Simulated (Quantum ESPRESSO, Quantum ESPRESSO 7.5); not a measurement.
**Pb(100), 5 layers: test of the smearing**

Which setting serves for Pb(100), 5 layers? The runs below step through one kind of setting.

Calculated with Quantum ESPRESSO 7.5; plane-wave DFT, PBE, SSSP efficiency pseudopotentials.

**1. Starting point**

The cell holds 5 atoms: 5 Pb. Cell: a = 3.500 Å, b = 3.500 Å, c = 25.900 Å, α = 90.0°, β = 90.0°, γ = 90.0°. It derives from Pb. Vacuum lies along c.

**2. Self-consistent run: mv smearing, 0.01 Ry**

The first run is the reference of the series.

File c0.in:

```
&control
  prefix = 'c0'
  outdir = './out'
  pseudo_dir = './pseudo'
  calculation = 'scf'
  tprnfor = .true.
/
&system
  ibrav = 0
  nat = 5
  ntyp = 1
  ecutwfc = 45
  ecutrho = 360
  occupations = 'smearing'
  smearing = 'mv'
  degauss = 0.01
  assume_isolated = 'esm'
  esm_bc = 'bc1'
/
&electrons
  conv_thr = 1e-07
  mixing_beta = 0.4
  electron_maxstep = 120
  mixing_mode = 'local-TF'
/
ATOMIC_SPECIES
  Pb  207.2000  Pb.pbe-dn-kjpaw_psl.0.2.2.UPF
CELL_PARAMETERS angstrom
  3.50017856687341 0.00000000000000 0.00000000000000
  0.00000000000000 3.50017856687341 0.00000000000000
  0.00000000000000 0.00000000000000 25.90000000000000
ATOMIC_POSITIONS crystal
  Pb  0.000000000000 0.000000000000 -0.191119691120
  Pb  0.500000000000 0.500000000000 -0.095559845560
  Pb  0.000000000000 0.000000000000 0.000000000000
  Pb  0.500000000000 0.500000000000 0.095559845560
  Pb  0.000000000000 0.000000000000 0.191119691120
K_POINTS automatic
  10 10 1 0 0 0
```

Command:

```sh
OMP_NUM_THREADS=1 mpirun -n 4 pw.x -nk 4 -in c0.in > c0.out
```

Output:

```text
Program PWSCF v.7.5 starts
[citation notice left out]

     Parallel version (MPI & OpenMP), running on       4 processor cores
     Number of MPI processes:                 4
     Threads/MPI process:                     1

     MPI processes distributed on     1 nodes
[...]
Current dimensions of program PWSCF are:
     Max number of different atomic species (ntypx) = 10
     Max number of k-points (npk) =  40000
     Max angular momentum in pseudopotentials (lmaxx) =  4
     file Pb.pbe-dn-kjpaw_psl.0.2.2.UPF: wavefunction(s)  6S renormalized
     Message from routine setup:
     using ibrav=0 with symmetry is DISCOURAGED, use correct ibrav instead

     K-points division:     npool     =       4
     Subspace diagonalization in iterative solution of the eigenvalue problem:
     a serial algorithm will be used

     G-vector sticks info
     --------------------
     sticks:   dense  smooth     PW     G-vecs:    dense   smooth      PW
     Sum        1245     621    185               246811    87173   14491

     Using Slab Decomposition

     bravais-lattice index     =            0
     lattice parameter (alat)  =       6.6144  a.u.
     unit-cell volume          =    2141.2963 (a.u.)^3
     number of atoms/cell      =            5
     number of atomic types    =            1
     number of electrons       =        70.00
     number of Kohn-Sham states=           42
     kinetic-energy cutoff     =      45.0000  Ry
     charge density cutoff     =     360.0000  Ry
     scf convergence threshold =      1.0E-07
     mixing beta               =       0.4000
     number of iterations used =            8  local-TF  mixing
     Exchange-correlation= SLA  PW   PBX  PBC
                           (   1   4   3   4   0   0   0)

     Effective Screening Medium Method
     =================================
     Boundary Conditions: Vacuum-Slab-Vacuum
     total charge in unit cell        =   0.0000
     grid points for fit at edges     =        4

     celldm(1)=   6.614379  celldm(2)=   0.000000  celldm(3)=   0.000000
     celldm(4)=   0.000000  celldm(5)=   0.000000  celldm(6)=   0.000000

     crystal axes: (cart. coord. in units of alat)
               a(1) = (   1.000000   0.000000   0.000000 )
               a(2) = (   0.000000   1.000000   0.000000 )
               a(3) = (   0.000000   0.000000   7.399622 )

     reciprocal axes: (cart. coord. in units 2 pi/alat)
               b(1) = (  1.000000  0.000000  0.000000 )
               b(2) = (  0.000000  1.000000  0.000000 )
               b(3) = (  0.000000  0.000000  0.135142 )

     PseudoPot. # 1 for Pb read from file:
     ./pseudo/Pb.pbe-dn-kjpaw_psl.0.2.2.UPF
     Pseudo is Projector augmented-wave + core cor, Zval = 14.0
     Generated using "atomic" code by A. Dal Corso  v.5.0.99 svn rev. 10869
     Shape of augmentation charge: PSQ
     Using radial grid of 1281 points,  6 beta functions with:
                l(1) =   0
                l(2) =   0
                l(3) =   1
                l(4) =   1
                l(5) =   2
                l(6) =   2
     Q(r) pseudized with 0 coefficients

     atomic species   valence    mass     pseudopotential
     Pb               14.00   207.20000     Pb( 1.00)

     16 Sym. Ops., with inversion, found

   Cartesian axes

     site n.     atom                  positions (alat units)
         1        Pb     tau(   1) = (   0.0000000   0.0000000  -1.4142136  )
         2        Pb     tau(   2) = (   0.5000000   0.5000000  -0.7071068  )
         3        Pb     tau(   3) = (   0.0000000   0.0000000   0.0000000  )
         4        Pb     tau(   4) = (   0.5000000   0.5000000   0.7071068  )
         5        Pb     tau(   5) = (   0.0000000   0.0000000   1.4142136  )

     number of k points=    21  Marzari-Vanderbilt smearing, width (Ry)=  0.0100
                       cart. coord. in units 2pi/alat
        k(    1) = (   0.0000000   0.0000000   0.0000000), wk =   0.0200000
        k(    2) = (   0.0000000   0.1000000   0.0000000), wk =   0.0800000
        k(    3) = (   0.0000000   0.2000000   0.0000000), wk =   0.0800000
        k(    4) = (   0.0000000   0.3000000   0.0000000), wk =   0.0800000
        k(    5) = (   0.0000000   0.4000000   0.0000000), wk =   0.0800000
        k(    6) = (   0.0000000  -0.5000000   0.0000000), wk =   0.0400000
        k(    7) = (   0.1000000   0.1000000   0.0000000), wk =   0.0800000
        k(    8) = (   0.1000000   0.2000000   0.0000000), wk =   0.1600000
        k(    9) = (   0.1000000   0.3000000   0.0000000), wk =   0.1600000
        k(   10) = (   0.1000000   0.4000000   0.0000000), wk =   0.1600000
[...]
k(   21) = (  -0.5000000  -0.5000000   0.0000000), wk =   0.0200000

     Dense  grid:   246811 G-vectors     FFT dimensions: (  40,  40, 300)

     Smooth grid:    87173 G-vectors     FFT dimensions: (  30,  30, 216)

     Estimated max dynamical RAM per process >     389.11 MB

     Estimated total dynamical RAM >       1.34 GB

     Initial potential from superposition of free atoms

     starting charge      69.9882, renormalised to      70.0000

     negative rho (up, down):  7.578E-05 0.000E+00
     Starting wfcs are   45 randomized atomic wfcs
     Checking if some PAW data can be deallocated...

     total cpu time spent up to now is        3.6 secs

     per-process dynamical memory:   167.9 Mb

     Self-consistent Calculation

     iteration #  1     ecut=    45.00 Ry     beta= 0.40
     Davidson diagonalization with overlap
     ethr =  1.00E-02,  avg # of iterations =  1.7

     Threshold (ethr) on eigenvalues was too large:
     Diagonalizing with lowered threshold

     Davidson diagonalization with overlap
     c_bands:  2 eigenvalues not converged
     c_bands:  3 eigenvalues not converged
     c_bands:  2 eigenvalues not converged
     c_bands:  2 eigenvalues not converged
     c_bands:  2 eigenvalues not converged
     c_bands:  2 eigenvalues not converged
     ethr =  2.35E-05,  avg # of iterations = 20.8

     negative rho (up, down):  3.448E-08 0.000E+00

     total cpu time spent up to now is       32.9 secs

     total energy              =   -4352.73991517 Ry
     estimated scf accuracy    <       0.08163709 Ry

     iteration #  2     ecut=    45.00 Ry     beta= 0.40
[...]
total energy              =   -4352.73019241 Ry
     estimated scf accuracy    <       0.05239502 Ry

     iteration #  3     ecut=    45.00 Ry     beta= 0.40
[...]
c_bands:  1 eigenvalues not converged
[...]
c_bands:  1 eigenvalues not converged
     c_bands:  1 eigenvalues not converged
     c_bands:  1 eigenvalues not converged
     c_bands:  2 eigenvalues not converged
[...]
total energy              =   -4352.73677932 Ry
     estimated scf accuracy    <       0.00658926 Ry

     iteration # 11     ecut=    45.00 Ry     beta= 0.40
[...]
negative rho (up, down):  2.946E-04 0.000E+00

[...]
total energy              =   -4352.73598246 Ry
     estimated scf accuracy    <       0.00123992 Ry

     iteration # 12     ecut=    45.00 Ry     beta= 0.40
[...]
negative rho (up, down):  4.489E-05 0.000E+00

[...]
total energy              =   -4352.73642221 Ry
     estimated scf accuracy    <       0.00380981 Ry

     iteration # 13     ecut=    45.00 Ry     beta= 0.40
[...]
c_bands:  1 eigenvalues not converged
[...]
negative rho (up, down):  6.411E-05 0.000E+00

[...]
total energy              =   -4352.73615450 Ry
     estimated scf accuracy    <       0.00117346 Ry

     iteration # 14     ecut=    45.00 Ry     beta= 0.40
[...]
negative rho (up, down):  2.535E-08 0.000E+00

[...]
total energy              =   -4352.73588463 Ry
     estimated scf accuracy    <       0.00036511 Ry

[...]
iteration # 23     ecut=    45.00 Ry     beta= 0.40
[...]
negative rho (up, down):  3.183E-05 0.000E+00

[...]
total energy              =   -4352.73579227 Ry
     estimated scf accuracy    <       0.00000272 Ry

     iteration # 24     ecut=    45.00 Ry     beta= 0.40
[...]
negative rho (up, down):  5.471E-05 0.000E+00

[...]
total energy              =   -4352.73577426 Ry
     estimated scf accuracy    <       0.00000180 Ry

     iteration # 25     ecut=    45.00 Ry     beta= 0.40
[...]
negative rho (up, down):  4.569E-05 0.000E+00

[...]
total energy              =   -4352.73577796 Ry
     estimated scf accuracy    <       0.00000047 Ry

     iteration # 26     ecut=    45.00 Ry     beta= 0.40
[...]
negative rho (up, down):  4.504E-05 0.000E+00

[...]
total energy              =   -4352.73577826 Ry
     estimated scf accuracy    <       0.00000059 Ry

     iteration # 27     ecut=    45.00 Ry     beta= 0.40
[...]
negative rho (up, down):  4.467E-05 0.000E+00

[...]
total energy              =   -4352.73577835 Ry
     estimated scf accuracy    <       0.00000039 Ry

     iteration # 28     ecut=    45.00 Ry     beta= 0.40
[...]
negative rho (up, down):  4.379E-05 0.000E+00

[...]
total energy              =   -4352.73577913 Ry
     estimated scf accuracy    <       0.00000017 Ry

     iteration # 29     ecut=    45.00 Ry     beta= 0.40
[...]
negative rho (up, down):  5.011E-05 0.000E+00

[...]
total energy              =   -4352.73577576 Ry
     estimated scf accuracy    <       0.00000020 Ry

     iteration # 30     ecut=    45.00 Ry     beta= 0.40
[...]
negative rho (up, down):  4.822E-05 0.000E+00

[...]
End of self-consistent calculation

          k = 0.0000 0.0000 0.0000 ( 10765 PWs)   bands (ev):

   -20.9555 -20.9243 -20.9031 -20.8673 -20.8368 -20.8308 -20.8049 -20.8012
   -20.7852 -20.7852 -20.7382 -20.7382 -20.6999 -20.6874 -20.6874 -20.6672
   -20.6576 -20.6352 -20.6228 -20.5674 -20.5674 -20.5551 -20.5370 -20.5096
   -20.5096 -15.2764 -14.6587 -13.6885 -12.3985 -11.0946  -6.4189  -4.8501
    -2.8780  -1.3984  -1.3984  -1.0659  -0.6633  -0.6632  -0.1522  -0.0316
     0.4470   0.4471

          k = 0.0000 0.1000 0.0000 ( 10820 PWs)   bands (ev):

   -20.9372 -20.9079 -20.8887 -20.8545 -20.8274 -20.8197 -20.7966 -20.7918
   -20.7864 -20.7798 -20.7417 -20.7402 -20.7109 -20.6967 -20.6768 -20.6616
   -20.6602 -20.6393 -20.6379 -20.5796 -20.5661 -20.5601 -20.5380 -20.5264
   -20.5104 -15.1484 -14.5327 -13.5704 -12.3015 -11.0416  -6.2846  -4.8672
    -3.2501  -2.3691  -1.7303  -1.3389  -1.2508  -0.5271  -0.3510  -0.3045
     0.4212   0.4619

          k = 0.0000 0.2000 0.0000 ( 10858 PWs)   bands (ev):

   -20.9001 -20.8764 -20.8614 -20.8101 -20.8085 -20.8016 -20.7892 -20.7741
   -20.7659 -20.7658 -20.7472 -20.7410 -20.7328 -20.7173 -20.6725 -20.6664
   -20.6514 -20.6429 -20.6386 -20.6058 -20.5774 -20.5700 -20.5663 -20.5340
   -20.5161 -14.7650 -14.1579 -13.2250 -12.0318 -10.9297  -5.9468  -5.2965
    -4.5294  -3.6962  -3.1262  -2.2064  -1.3681  -0.8175  -0.5753  -0.1311
    -0.1097   0.7837

          k = 0.0000 0.3000 0.0000 ( 10924 PWs)   bands (ev):

   -20.8679 -20.8531 -20.8430 -20.8123 -20.8002 -20.7957 -20.7599 -20.7592
   -20.7575 -20.7564 -20.7496 -20.7307 -20.7183 -20.7165 -20.7042 -20.6778
   -20.6720 -20.6178 -20.6094 -20.5959 -20.5917 -20.5874 -20.5679 -20.5306
   -20.5285 -14.1333 -13.5505 -12.6914 -11.6860 -10.9472  -6.3501  -6.2706
    -5.3195  -5.0864  -3.8931  -3.2385  -2.2814  -1.0533  -0.1279   0.4547
     0.4825   0.5980

          k = 0.0000 0.4000 0.0000 ( 10938 PWs)   bands (ev):

   -20.8429 -20.8385 -20.8338 -20.8242 -20.8057 -20.7941 -20.7713 -20.7686
   -20.7684 -20.7628 -20.7601 -20.7283 -20.7253 -20.7230 -20.6924 -20.6803
   -20.6539 -20.6139 -20.5971 -20.5761 -20.5695 -20.5577 -20.5417 -20.5368
   -20.5305 -13.2832 -12.7661 -12.0996 -11.5466 -11.4076  -7.2229  -7.0897
    -6.1966  -5.8022  -4.3565  -3.8813  -2.1348  -1.2958   0.0569   0.5243
     0.7622   1.2321

          k = 0.0000-0.5000 0.0000 ( 10934 PWs)   bands (ev):

   -20.8328 -20.8325 -20.8325 -20.8294 -20.8023 -20.7859 -20.7817 -20.7765
   -20.7744 -20.7668 -20.7639 -20.7491 -20.7322 -20.7300 -20.6995 -20.6773
   -20.6260 -20.5974 -20.5972 -20.5719 -20.5569 -20.5467 -20.5447 -20.5312
   -20.5168 -12.3148 -12.2927 -12.0009 -11.9421 -11.7907  -7.5639  -7.3550
    -6.5215  -5.9998  -5.2571  -3.1799  -2.1350  -1.6481  -0.0945   0.3980
     1.7413   1.8420

[...]
the Fermi energy is    -3.7125 ev

!    total energy              =   -4352.73577693 Ry
     total all-electron energy =   -208820.378105 Ry
     estimated scf accuracy    <       0.00000009 Ry
     smearing contrib. (-TS)   =      -0.00058988 Ry
     internal energy E=F+TS    =   -4352.73518705 Ry

     The total energy is F=E-TS. E is the sum of the following terms:
     one-electron contribution =   10683.50230353 Ry
     hartree contribution      =   -5318.60601302 Ry
     xc contribution           =    -221.65326662 Ry
     ewald contribution        =   -5853.78086743 Ry
     one-center paw contrib.   =   -3642.19734351 Ry

     convergence has been achieved in  30 iterations

     negative rho (up, down):  4.822E-05 0.000E+00

     Forces acting on atoms (cartesian axes, Ry/au):

     atom    1 type  1   force =     0.00000000    0.00000000   -0.00100660
     atom    2 type  1   force =     0.00000000    0.00000000   -0.00575255
     atom    3 type  1   force =     0.00000000    0.00000000    0.00000000
     atom    4 type  1   force =     0.00000000    0.00000000    0.00575255
     atom    5 type  1   force =     0.00000000    0.00000000    0.00100660

     Total force =     0.008259     Total SCF correction =     0.000557

[...]
=------------------------------------------------------------------------------=
   JOB DONE.
=------------------------------------------------------------------------------=
[...]
```

Run time: 5 min. Hardware: 4 MPI ranks of Arm Neoverse V1, shared host; peak memory 1.4 GiB; 20 min of CPU time.

Read from the output:

```
free energy                                                    : -59221.9872 eV
Fermi energy                                                   : -3.712 eV
vacuum line at the lower end of the cell, over the Fermi level : 3.712 eV
vacuum line at the upper end of the cell, over the Fermi level : 3.712 eV
```

Electrostatic potential energy of an electron; zero at the Fermi level. Table of potential energy, planar mean by z:

| z (Å) | potential energy, planar mean (eV) |
| --- | --- |
| -12.5 | 3.71 |
| -12.0 | 3.71 |
| -11.5 | 3.71 |
| -11.0 | 3.71 |
| -10.5 | 3.71 |
| -10.0 | 3.71 |
| -9.5 | 3.71 |
| -9.0 | 3.71 |
| -8.5 | 3.70 |
| -8.0 | 3.68 |
| -7.5 | 3.62 |
| -7.0 | 3.43 |
| -6.5 | 2.76 |
| -6.0 | 0.473 |
| -5.5 | -5.73 |
| -5.0 | -10.8 |
| -4.5 | -7.32 |
| -4.0 | -1.24 |
| -3.5 | -0.676 |
| -3.0 | -6.26 |
| -2.5 | -10.9 |
| -2.0 | -6.94 |
| -1.5 | -1.03 |
| -1.0 | -0.888 |
| -0.5 | -6.69 |
| 0.0 | -11.0 |
| 0.5 | -6.69 |
| 1.0 | -0.888 |
| 1.5 | -1.03 |
| 2.0 | -6.94 |
| 2.5 | -10.9 |
| 3.0 | -6.26 |
| 3.5 | -0.676 |
| 4.0 | -1.24 |
| 4.5 | -7.32 |
| 5.0 | -10.8 |
| 5.5 | -5.73 |
| 6.0 | 0.473 |
| 6.5 | 2.76 |
| 7.0 | 3.43 |
| 7.5 | 3.62 |
| 8.0 | 3.68 |
| 8.5 | 3.70 |
| 9.0 | 3.71 |
| 9.5 | 3.71 |
| 10.0 | 3.71 |
| 10.5 | 3.71 |
| 11.0 | 3.71 |
| 11.5 | 3.71 |
| 12.0 | 3.71 |
| 12.5 | 3.71 |

The program's own clock; routines nest. Time by routine:

| routine | wall time (s) | calls |
| --- | --- | --- |
| PWSCF | 301.9 | 1 |
| electrons | 296.9 | 1 |
| c_bands | 222.4 | 31 |
| cegterg | 200.4 | 186 |
| h_psi | 133.7 | 1494 |
| fftw | 113.1 | 62868 |
| vloc_psi | 107.7 | 1494 |
| sum_band | 28.47 | 31 |
| calbec | 16.41 | 1704 |
| PAW_pot | 16.17 | 31 |
| mix_rho | 15.98 | 31 |
| add_vuspsi | 12.93 | 1494 |
| s_psi | 12.77 | 1494 |
| h_psi:calbec | 12.58 | 1494 |

The vacuum levels are read from the outermost 0.7 Å of the cell on either side.

The run needed 30 iterations to bring the estimated error under 1e-07 Ry; the largest force on any atom, held or free, is 0.15 eV/Å.

Inside the slab this potential holds the local part of the pseudopotentials, which can be repulsive at the nuclei; only its value in the vacuum has a meaning of its own.

[end of part 1 of 4]

[Logs are printed without paths, hosts, clocks, repeated set-up lines and the standing remarks that a program may print on its own settings, such as how far it seeks lower states.]

[Hosts, paths, dates, database ids (printed as entryN), source tags and the programs' standing remarks are cut or masked in the printed files.]

[Maps of the electrostatic potential energy from Ansatz leave out the sawtooth potential of an applied field or a dipole correction, so their vacuum need not be flat; planar profiles and work functions include it.]
